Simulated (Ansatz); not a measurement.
**Band gap of Bi2Se3 (Guanajuatite) from density functionals to GW**

Wanted: a ladder of band gaps for Bi2Se3 (Guanajuatite), from density functionals to G0W0.

Main program and level: Ansatz 0.2.0; density functionals, hybrids and G0W0, plane waves, PAW.

Most raw output is cut from this account.

In doubt: masses and optical values from hybrid runs of this build are listed as unsure (step 7), which bears on the screening that GW takes from such a start.

## 1. Starting point

It takes space group Pnma (No. 62, orthorhombic). Conventional cell: a = 11.830 Å, b = 4.090 Å, c = 11.620 Å, α = 90.00°, β = 90.00°, γ = 90.00°. Bi has 7 Se at 2.79 to 3.53 Å nearest. Bi has 7 Se at 2.72 to 3.47 Å nearest. Nearest to Se lie 5 Bi at 2.79 to 3.47 Å. Nearest to Se lie 4 Bi at 2.84 to 3.53 Å. Nearest to Se lie 5 Bi at 2.72 to 3.16 Å. Farther neighbours and most contacts between anions are not listed.

Geometry: measured cell, ions relaxed with r2SCAN. This is not the form that Bi2Se3 usually takes at ambient conditions. The runs that relaxed it are not among those shown. Spin-orbit coupling is left out unless a step names it. The default PAW set here is soft_2. Its files were made with PBE.

## 2. r2SCAN on the 2×6×2 mesh

Levels along a band path and on the mesh show where this functional puts the band edges.

This step: DFT, r2SCAN, plane waves, PAW.

File input.yaml:

```yaml
crystal:
  lattice:
    - [11.83, 0.0, 0.0]
    - [0.0, 4.09, 0.0]
    - [0.0, 0.0, 11.62]
  atoms:
    - { symbol: Bi, position: [0.5142425949, 0.25, 0.1715036437] }
    - { symbol: Bi, position: [0.9857574051, 0.75, 0.6715036437] }
    - { symbol: Bi, position: [0.0142425949, 0.25, 0.3284963563] }
    - { symbol: Bi, position: [0.4857574051, 0.75, 0.8284963563] }
    - { symbol: Bi, position: [0.6557159474, 0.75, 0.4614282578] }
    - { symbol: Bi, position: [0.8442840526, 0.25, 0.9614282578] }
    - { symbol: Bi, position: [0.1557159474, 0.75, 0.0385717422] }
    - { symbol: Bi, position: [0.3442840526, 0.25, 0.5385717422] }
    - { symbol: Se, position: [0.6258073908, 0.75, 0.0535723304] }
    - { symbol: Se, position: [0.8741926092, 0.25, 0.5535723304] }
    - { symbol: Se, position: [0.1258073908, 0.75, 0.4464276696] }
    - { symbol: Se, position: [0.3741926092, 0.25, 0.9464276696] }
    - { symbol: Se, position: [0.716869522, 0.25, 0.30268878] }
    - { symbol: Se, position: [0.783130478, 0.75, 0.80268878] }
    - { symbol: Se, position: [0.216869522, 0.25, 0.19731122] }
    - { symbol: Se, position: [0.283130478, 0.75, 0.69731122] }
    - { symbol: Se, position: [0.4454920794, 0.75, 0.3672353527] }
    - { symbol: Se, position: [0.0545079206, 0.25, 0.8672353527] }
    - { symbol: Se, position: [0.9454920794, 0.75, 0.1327646473] }
    - { symbol: Se, position: [0.5545079206, 0.25, 0.6327646473] }
kpoints:
  mp_grid: { grid: [2, 6, 2] }
  band_path:
    path:
      - [[0.0, 0.0, 0.0], [0.5, 0.0, 0.0], [0.5, 0.5, 0.0], [0.0, 0.5, 0.0], [0.0, 0.0, 0.0], [0.0, 0.0, 0.5], [0.5, 0.0, 0.5], [0.5, 0.5, 0.5], [0.0, 0.5, 0.5], [0.0, 0.0, 0.5]]
      - [[0.5, 0.0, 0.0], [0.5, 0.0, 0.5]]
      - [[0.0, 0.5, 0.0], [0.0, 0.5, 0.5]]
      - [[0.5, 0.5, 0.0], [0.5, 0.5, 0.5]]
    npoints: 10
hamiltonian:
  xc: r2scan
scf:
  occupations: { method: fermi_dirac, width: 0.02 }
  n_extra_bands: 10
output:
  eigenvalues: true
```

Command:

```bash
$ ansatz run input.yaml --threads 16 --pin off --max-ram 82944MiB --backend cuda --events-out ev --progress --plain --runs-dir out --devices 1 --max-vram 78GiB
```

It took 7.2 s on 1 × NVIDIA GB200 (shared by 2 runs) with 16 threads of Arm Neoverse V2, shared host; peak memory 1.9 GiB; 79 s of CPU time.

Numbers from this step:

| Property | Result |
| --- | --- |
| filled bands | 156 |
| gap | 1.299 eV |
| valence top at | k = (0.450, 0.000, 0.000) |
| conduction bottom at | k = (0.000, 0.000, 0.150) |
| least direct gap | 1.312 eV |

Over mesh and path the gap is 1.299 eV, from k = (0.450, 0.000, 0.000) to k = (0.000, 0.000, 0.150). The least direct gap found is 1.312 eV, at k = (0.000, 0.000, 0.200). On the 2×6×2 mesh alone the same run gives 1.334 eV, so that mesh misses an edge of r2SCAN: 1.334 − 1.299 = +0.035 eV.

## 3. r2SCAN+SOC on the 2×6×2 mesh

This run has two-component orbitals with spin-orbit coupling.

This step: DFT, r2SCAN with spin-orbit coupling, plane waves, PAW.

Changes to input.yaml since step 2:

```diff
@@ -30,7 +30,14 @@
     path:
-      - [[0.0, 0.0, 0.0], [0.5, 0.0, 0.0], [0.5, 0.5, 0.0], [0.0, 0.5, 0.0], [0.0, 0.0, 0.0], [0.0, 0.0, 0.5], [0.5, 0.0, 0.5], [0.5, 0.5, 0.5], [0.0, 0.5, 0.5], [0.0, 0.0, 0.5]]
-      - [[0.5, 0.0, 0.0], [0.5, 0.0, 0.5]]
-      - [[0.0, 0.5, 0.0], [0.0, 0.5, 0.5]]
-      - [[0.5, 0.5, 0.0], [0.5, 0.5, 0.5]]
-    npoints: 10
+      - [0.0, 0.0, 0.0]
+      - [0.5, 0.0, 0.0]
+      - [0.5, 0.5, 0.0]
+      - [0.0, 0.5, 0.0]
+      - [0.0, 0.0, 0.5]
+      - [0.5, 0.0, 0.5]
+      - [0.5, 0.5, 0.5]
+      - [0.0, 0.5, 0.5]
+      - [0.45, 0.0, 0.0]
+      - [0.0, 0.0, 0.15]
+      - [0.0, 0.0, 0.2]
+    npoints: 1
 hamiltonian:
@@ -39,3 +46,6 @@
   occupations: { method: fermi_dirac, width: 0.02 }
-  n_extra_bands: 10
+  n_extra_bands: 20
+magnetization:
+  noncollinear: true
+  spin_orbit: true
 output:
```

It took 7.7 s on 1 × NVIDIA GB200 (shared by 2 runs) with 16 threads; peak memory 3.9 GiB.

Numbers from this step:

* gap: 0.8122 eV
* valence top at: k = (0.450, 0.000, 0.000)
* conduction bottom at: k = (0.000, 0.000, 0.200)
* least direct gap: 0.8181 eV

Over mesh and listed points the gap is 0.812 eV, from k = (0.450, 0.000, 0.000) to k = (0.000, 0.000, 0.200). The least direct gap found is 0.818 eV, at k = (0.000, 0.000, 0.200). On the 2×6×2 mesh alone the same run gives 0.874 eV, so that mesh misses an edge of r2SCAN+SOC: 0.874 − 0.812 = +0.062 eV. r2SCAN+SOC against r2SCAN: 0.812 − 1.299 = −0.487 eV. Mesh, set of files and cutoff are the same, but the conduction bottom lies at another k point, so this need not be the shift of one pair of states. The spin-orbit run sees mesh and listed points alone, so its gap is an upper bound: the coupling can move an edge off these points, and the change over the zone, its sign included where it is small, is not known.

## 4. HSE06 on the 2×4×2 mesh

HSE06 mixes in a quarter of exact exchange at short range.

This step: DFT, HSE06, plane waves, PAW.

Changes to input.yaml since step 3:

```diff
@@ -27,3 +27,3 @@
 kpoints:
-  mp_grid: { grid: [2, 6, 2] }
+  mp_grid: { grid: [2, 4, 2] }
   band_path:
@@ -43,9 +43,6 @@
 hamiltonian:
-  xc: r2scan
+  xc: hse06
 scf:
-  occupations: { method: fermi_dirac, width: 0.02 }
-  n_extra_bands: 20
-magnetization:
-  noncollinear: true
-  spin_orbit: true
+  occupations: { method: fixed }
+  n_extra_bands: 10
 output:
```

The job ended after 62 s (1 × NVIDIA GB200 (shared by 2 runs) with 16 threads; peak memory 4.4 GiB; 10 min of CPU time).

This step gave:

| Property | Result |
| --- | --- |
| gap | 1.543 eV |
| valence top at | k = (0.450, 0.000, 0.000) |
| conduction bottom at | k = (0.000, 0.000, 0.150) |
| least direct gap | 1.549 eV |
| exact-exchange fraction | 0.25 |

Over mesh and listed points the gap is 1.543 eV, from k = (0.450, 0.000, 0.000) to k = (0.000, 0.000, 0.150). The least direct gap found is 1.549 eV, at k = (0.000, 0.000, 0.200). On the 2×4×2 mesh alone the same run gives 1.581 eV, so that mesh misses an edge of HSE06: 1.581 − 1.543 = +0.038 eV. HSE06 against r2SCAN: 1.543 − 1.299 = +0.244 eV. The runs also differ in mesh (2×6×2 and 2×4×2) and plane-wave cutoff (500 eV and 420 eV), so how much of this comes from the functional alone is not known.

## 5. HSE06+SOC on the 2×4×2 mesh

This step: DFT, HSE06 with spin-orbit coupling, plane waves, PAW.

Changes to input.yaml since step 4:

```diff
@@ -46,3 +46,6 @@
   occupations: { method: fixed }
-  n_extra_bands: 10
+  n_extra_bands: 20
+magnetization:
+  noncollinear: true
+  spin_orbit: true
 output:
```

It took 5.5 min on 1 × NVIDIA GB200 (shared by 2 runs) with 16 threads; peak memory 14 GiB; 53 min of CPU time.

This step gave:

| Property | Result |
| --- | --- |
| gap | 1.018 eV |
| valence top at | k = (0.000, 0.000, 0.200) |
| conduction bottom at | k = (0.000, 0.000, 0.150) |
| least direct gap | 1.018 eV |
| exact-exchange fraction | 0.25 |

Over mesh and listed points the gap is 1.018 eV, from k = (0.000, 0.000, 0.200) to k = (0.000, 0.000, 0.150), and equal within 1 meV to the least direct gap at k = (0.000, 0.000, 0.200). On the 2×4×2 mesh alone the same run gives 1.077 eV, so that mesh misses an edge of HSE06+SOC: 1.077 − 1.018 = +0.059 eV. HSE06+SOC against HSE06: 1.018 − 1.543 = −0.525 eV. Mesh, set of files and cutoff are the same, but the valence top lies at another k point, so this need not be the shift of one pair of states. The spin-orbit run sees mesh and listed points alone, so its gap is an upper bound: the coupling can move an edge off these points, and the change over the zone, its sign included where it is small, is not known.

## 6. G0W0@r2SCAN, 2×4×2 mesh, 2829 empty bands, screening to 170 eV, hard PAW files

G0W0 replaces the xc potential by a self-energy built once from the orbitals of the start. Levels are corrected in the window of bands that the input names, at points of the mesh.

This step: G0W0 on r2SCAN, plane waves, PAW.

Changes to input.yaml since step 5:

```diff
@@ -28,25 +28,12 @@
   mp_grid: { grid: [2, 4, 2] }
-  band_path:
-    path:
-      - [0.0, 0.0, 0.0]
-      - [0.5, 0.0, 0.0]
-      - [0.5, 0.5, 0.0]
-      - [0.0, 0.5, 0.0]
-      - [0.0, 0.0, 0.5]
-      - [0.5, 0.0, 0.5]
-      - [0.5, 0.5, 0.5]
-      - [0.0, 0.5, 0.5]
-      - [0.45, 0.0, 0.0]
-      - [0.0, 0.0, 0.15]
-      - [0.0, 0.0, 0.2]
-    npoints: 1
 hamiltonian:
-  xc: hse06
+  xc: r2scan
+  pseudopotentials: { kind: paw, source: ansatz }
 scf:
   occupations: { method: fixed }
-  n_extra_bands: 20
-magnetization:
-  noncollinear: true
-  spin_orbit: true
-output:
-  eigenvalues: true
+gw:
+  n_empty_bands: 2829
+  ecut_chi: 170.0
+  qp_bands: [v4, c4]
+  qp_kpoints: band_edges
+  screening: { model: contour_deformation }
```

Run time: 12 min. Hardware: 1 × NVIDIA GB200 (shared by 2 runs) with 16 threads; peak memory 36 GiB.

Numbers from this step:

```
bands summed                                    : 3017
RPA ε∞ on this mesh (eigenvalues)               : 11.01, 14.44, 15.75
plane waves in the screening matrix             : 2813
G0W0 gap over the corrected points              : 1.510 eV
k of the valence top                            : -0.5, 0, 0
k of the conduction bottom                      : 0, 0, 0
starting gap on the mesh                        : 1.338 eV
Z at the valence top                            : 0.7511
Z at the conduction bottom                      : 0.7831
least direct G0W0 gap over the corrected points : 1.617 eV
```

Over all 12 irreducible mesh points the G0W0 gap is 1.510 eV, from k = (-0.500, 0.000, 0.000) to k = Γ. The r2SCAN gap of this run on the mesh is 1.338 eV. The two states that bound the G0W0 gap lie that far apart at the start, so the correction of the gap is 1.510 − 1.338 = +0.172 eV.

## 7. G0W0@HSE06, 2×4×2 mesh, 1472 empty bands, screening to 110 eV, hard PAW files

This step: G0W0 on HSE06, plane waves, PAW.

Changes to input.yaml since step 6:

```diff
@@ -29,3 +29,3 @@
 hamiltonian:
-  xc: r2scan
+  xc: hse06
   pseudopotentials: { kind: paw, source: ansatz }
@@ -34,4 +34,4 @@
 gw:
-  n_empty_bands: 2829
-  ecut_chi: 170.0
+  n_empty_bands: 1472
+  ecut_chi: 110.0
   qp_bands: [v4, c4]
```

The job ended after 11 min (1 × NVIDIA GB200 (shared by 2 runs) with 16 threads; peak memory 15 GiB).

This step gave:

| Property | Result |
| --- | --- |
| bands summed | 1660 |
| RPA ε∞ on this mesh (eigenvalues) | 9.882, 12.70, 13.76 |
| plane waves in the screening matrix | 1517 |
| G0W0 gap over the corrected points | 1.576 eV |
| k of the valence top | -0.5, 0, 0 |
| k of the conduction bottom | 0, 0, 0 |
| starting gap on the mesh | 1.585 eV |
| Z at the valence top | 0.7679 |
| Z at the conduction bottom | 0.7964 |
| least direct G0W0 gap over the corrected points | 1.688 eV |

Over all 12 irreducible mesh points the G0W0 gap is 1.576 eV, from k = (-0.500, 0.000, 0.000) to k = Γ. The HSE06 gap of this run on the mesh is 1.585 eV. The two states that bound the G0W0 gap lie that far apart at the start, so the correction of the gap is 1.576 − 1.585 = −0.009 eV. G0W0@HSE06 against G0W0@r2SCAN with 1660 bands (a further run, in the table below): 1.576 − 1.475 = +0.101 eV. The runs also differ in plane-wave cutoff (820 eV and 580 eV), so how much of this comes from the start alone is not known.

## 8. All levels together

Each gap is the least one over the points named; times are wall times on shared hosts, not benchmarks. A G0W0 time includes the run's own self-consistent start. Runs with listed points see these and the mesh alone, so an edge that moves elsewhere is missed. Rows marked * are further runs, not shown as steps, whose inputs differ from the G0W0 step on the same start in the columns given; solver thresholds can differ too.

```
       level   mesh       files, cutoff  bands summed, screening                          points  gap (eV)             valence top      conduction bottom  least direct gap (eV)     time
      r2SCAN  2×6×2  soft_2 PAW, 500 eV                        -                   mesh and path     1.299   (0.450, 0.000, 0.000)  (0.000, 0.000, 0.150)                  1.312    7.2 s
  r2SCAN+SOC  2×6×2  soft_2 PAW, 500 eV                        -          mesh and listed points     0.812   (0.450, 0.000, 0.000)  (0.000, 0.000, 0.200)                  0.818    7.7 s
       HSE06  2×4×2  soft_2 PAW, 420 eV                        -          mesh and listed points     1.543   (0.450, 0.000, 0.000)  (0.000, 0.000, 0.150)                  1.549     62 s
   HSE06+SOC  2×4×2  soft_2 PAW, 420 eV                        -          mesh and listed points     1.018   (0.000, 0.000, 0.200)  (0.000, 0.000, 0.150)                  1.018  5.5 min
G0W0@r2SCAN*  2×4×2    hard PAW, 820 eV               935, 70 eV  all 12 irreducible mesh points     1.438  (-0.500, 0.000, 0.000)                      Γ                  1.548  1.9 min
G0W0@r2SCAN*  2×4×2    hard PAW, 820 eV             1660, 110 eV  all 12 irreducible mesh points     1.475  (-0.500, 0.000, 0.000)                      Γ                  1.583  3.2 min
 G0W0@r2SCAN  2×4×2    hard PAW, 820 eV             3017, 170 eV  all 12 irreducible mesh points     1.510  (-0.500, 0.000, 0.000)                      Γ                  1.617   12 min
G0W0@r2SCAN*  2×6×2    hard PAW, 820 eV               935, 70 eV  all 16 irreducible mesh points     1.436  (-0.500, 0.000, 0.000)                      Γ                  1.547  2.7 min
  G0W0@HSE06  2×4×2    hard PAW, 580 eV             1660, 110 eV  all 12 irreducible mesh points     1.576  (-0.500, 0.000, 0.000)                      Γ                  1.688   11 min
```

## 9. Outcome

| Quantity | Value |
| --- | --- |
| r2SCAN, over mesh and path | 1.299 eV |
| r2SCAN+SOC, over mesh and listed points | 0.812 eV |
| HSE06, over mesh and listed points | 1.543 eV |
| HSE06+SOC, over mesh and listed points | 1.018 eV |
| G0W0@r2SCAN (3017 bands, 2×4×2), over all 12 irreducible mesh points | 1.510 eV |
| G0W0@HSE06, over all 12 irreducible mesh points | 1.576 eV |
| known limits | finite bands, screening cutoff and k mesh; no spin-orbit coupling in G0W0 |

The rows run from 0.812 eV (r2SCAN+SOC) to 1.576 eV (G0W0@HSE06). They differ in mesh, files, plane-wave cutoff, bands and screening cutoff of G0W0 and the points over which the gap was sought as well as in level, so only pairs that share these are like for like. No two rows share mesh, files, cutoffs and edge points. G0W0@r2SCAN (3017 bands, 2×4×2) moves the gap of its own start on the mesh by 1.510 − 1.338 = +0.172 eV, between the same two levels. Over mesh and path, r2SCAN puts the valence top at k = (0.450, 0.000, 0.000) and conduction bottom at k = (0.000, 0.000, 0.150), where no G0W0 correction was computed. The G0W0 gap over the whole zone is therefore not known from this run; at its settings it can only be equal to or under the 1.510 eV found, and no correction is carried over from another point. For the start itself the gap is 1.299 eV over mesh and path and 1.338 eV on the mesh of the G0W0 run, in runs that differ in mesh (2×6×2 and 2×4×2), files (soft_2 PAW and hard PAW) and plane-wave cutoff (500 eV and 820 eV). G0W0@HSE06 moves the gap of its own start on the mesh by 1.576 − 1.585 = −0.009 eV, between the same two levels. Over mesh and listed points, HSE06 puts the valence top at k = (0.450, 0.000, 0.000) and conduction bottom at k = (0.000, 0.000, 0.150), where no G0W0 correction was computed. The G0W0 gap over the whole zone is therefore not known from this run; at its settings it can only be equal to or under the 1.576 eV found, and no correction is carried over from another point. For the start itself the gap is 1.543 eV over mesh and listed points and 1.585 eV on the mesh of the G0W0 run, in runs that differ in files (soft_2 PAW and hard PAW) and plane-wave cutoff (420 eV and 580 eV). What spin-orbit coupling does to the G0W0 levels was not computed, so no sum with the G0W0 gap is formed. For G0W0@r2SCAN: from 935 bands and 70 eV to 3017 bands and 170 eV the gap moves by 1.510 − 1.438 = +0.072 eV (rung by rung 1.438, 1.475, 1.510 eV); bands and screening cutoff rise together, so their parts are not told apart. A line in one over the bands through the two highest rungs gives 1.510 + (1.510 − 1.475) × 1660 / (3017 − 1660) = 1.553 eV, and through the pair below 1.475 + (1.475 − 1.438) × 935 / (1660 − 935) = 1.523 eV. From the gaps as printed the two differ by 0.030 eV, at the edge of the 0.030 eV asked, so no limit is taken and it is not known. The other G0W0 rows are shown at one basis each (1660 bands), so their distance from the limit is not known here. With the 2×6×2 mesh in place of the 2×4×2 mesh and all else as in the G0W0@r2SCAN row with 935 bands, the gap differs by 1.436 − 1.438 = −0.002 eV, and that of the start by 1.338 − 1.338 = +0.000 eV. The G0W0 runs are scalar-relativistic. G0W0 is shown with one set of atomic data (hard PAW), so the error from the files is not known here.

[Paths, hosts, dates, memory and timing lines, banners, echoed tables and standing remarks are left out of the program output.]

[Logs are printed without paths, hosts, clocks, repeated set-up lines and the standing remarks that a program may print on its own settings, such as how far it seeks lower states.]

[Runs of the session that timed out or met a known fault of the program may be left out.]

[Cells called generated may have been cut or substituted from an entry of the Crystallography Open Database or the Materials Project.]

[Hosts, paths, dates, database ids (printed as entryN), source tags and the programs' standing remarks are cut or masked in the printed files.]

[Where an RPA ε∞ is given, it is that of the G0W0 mesh and is not shown converged in it. Names of k-points follow the symmetry that the program found, which can be lower than the space group named. Band edges on a path are those of the sampled points; other points can move an edge, and change direct to indirect where valleys lie close.]

[Hybrid gaps are those of their k-mesh and are not shown converged in it.]
